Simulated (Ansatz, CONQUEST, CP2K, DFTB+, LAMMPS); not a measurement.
**A faulty CP2K run on amorphous polyisobutylene (as short chains C22H46) at 640 K (136 atoms)**

Program: CP2K 2026.2, a calculation on a cell of 44 C and 92 H, 11.0 Å³ an atom.

input.inp reads:

```
&GLOBAL
  PROJECT cell
  RUN_TYPE ENERGY_FORCE
  PRINT_LEVEL LOW
&END GLOBAL
&FORCE_EVAL
  METHOD QS
  STRESS_TENSOR ANALYTICAL
  &DFT
    BASIS_SET_FILE_NAME BASIS_MOLOPT
    POTENTIAL_FILE_NAME GTH_POTENTIALS
    &MGRID
      CUTOFF 450
      REL_CUTOFF 50
    &END MGRID
    &QS
      EPS_DEFAULT 1.0E-12
    &END QS
    &SCF
      SCF_GUESS ATOMIC
      EPS_SCF 1.0E-06
      MAX_SCF 25
      &OT
        MINIMIZER CG
        PRECONDITIONER FULL_ALL
        ENERGY_GAP 0.001
      &END OT
      &OUTER_SCF
        EPS_SCF 1.0E-06
        MAX_SCF 2
      &END OUTER_SCF
      &PRINT
        &RESTART OFF
        &END RESTART
      &END PRINT
    &END SCF
    &XC
      &XC_FUNCTIONAL PBE
      &END XC_FUNCTIONAL
    &END XC
    &PRINT
      &MULLIKEN ON
      &END MULLIKEN
      &HIRSHFELD ON
        SHAPE_FUNCTION DENSITY
      &END HIRSHFELD
      &MO_CUBES
        NHOMO 1
        NLUMO 4
        WRITE_CUBE F
      &END MO_CUBES
    &END PRINT
  &END DFT
  &SUBSYS
    &CELL
      A 11.42893 0.00000 0.00000
      B 0.00000 11.42893 0.00000
      C 0.00000 0.00000 11.42893
    &END CELL
    &COORD
      C 0.23555 4.31339 1.48370
      C 10.37381 3.80549 0.92300
      C 10.63999 2.64648 11.31807
      C 9.41481 1.71480 11.15006
      C 0.23269 1.68394 0.56493
      C 11.28995 3.14216 9.93688
      C 10.69165 3.86526 8.68713
      C 0.47590 4.21716 7.78436
      C 9.95620 2.77826 8.02288
      C 9.79528 5.18336 8.99354
[... 122 atom lines left out ...]
      H 1.39936 6.83724 9.68933
      H 2.06292 10.55896 11.03075
      H 1.62074 10.12180 9.38487
      H 0.70048 9.49847 10.59233
    &END COORD
    &KIND C
      BASIS_SET DZVP-MOLOPT-XX-GTH
      POTENTIAL GTH-PBE-q4
    &END KIND
    &KIND H
      BASIS_SET DZVP-MOLOPT-SR-GTH-q1
      POTENTIAL GTH-PBE-q1
    &END KIND
  &END SUBSYS
  &PRINT
    &FORCES ON
    &END FORCES
    &STRESS_TENSOR ON
    &END STRESS_TENSOR
  &END PRINT
&END FORCE_EVAL
```

Launch:

```console
$ OMP_NUM_THREADS=2 cp2k.psmp -i input.inp > output.txt
```

Output:

```text
CP2K| version string:                                       CP2K version 2026.2
 CP2K| Input file name                                                 input.inp
 GLOBAL| Basis set file name                                        BASIS_MOLOPT
 GLOBAL| Potential file name                                      GTH_POTENTIALS
 GLOBAL| Run type                                                   ENERGY_FORCE
 GLOBAL| Total number of message passing processes                             1
 GLOBAL| Number of threads for this process                                    2
 *   ___                                                                       *
 *  /   \                                                                      *
 * [ABORT]                                                                     *
 *  \___/    The requested basis set <DZVP-MOLOPT-XX-GTH> for element <C> was  *
 *    |               not found in the basis set files <BASIS_MOLOPT>          *
 *  O/|                                                                        *
 * /| |                                                                        *
```

It took 0.81 s on 2 threads of Intel Xeon Platinum 8488C (Sapphire Rapids), shared host; peak memory 0.18 GiB.

Banners, paths, timers and routine set-up lines are dropped from the logs unmarked, and long logs keep their key lines alone; longer cuts are marked.

**Question.** Which part of the input is at fault, and how is it mended?

A basis that the file lacks: basis DZVP-MOLOPT-XX-GTH for C. Mend: name a basis that the basis file holds for this element.

The program stopped at the start.

[Also dropped from logs without a mark: logging warnings of Python, and SIESTA's first energy breakdown and zero terms.]

[Logs are printed without paths, hosts, clocks, repeated set-up lines and the standing remarks that a program may print on its own settings, such as how far it seeks lower states.]

[Hosts, paths, dates, database ids (printed as entryN), source tags and the programs' standing remarks are cut or masked in the printed files.]
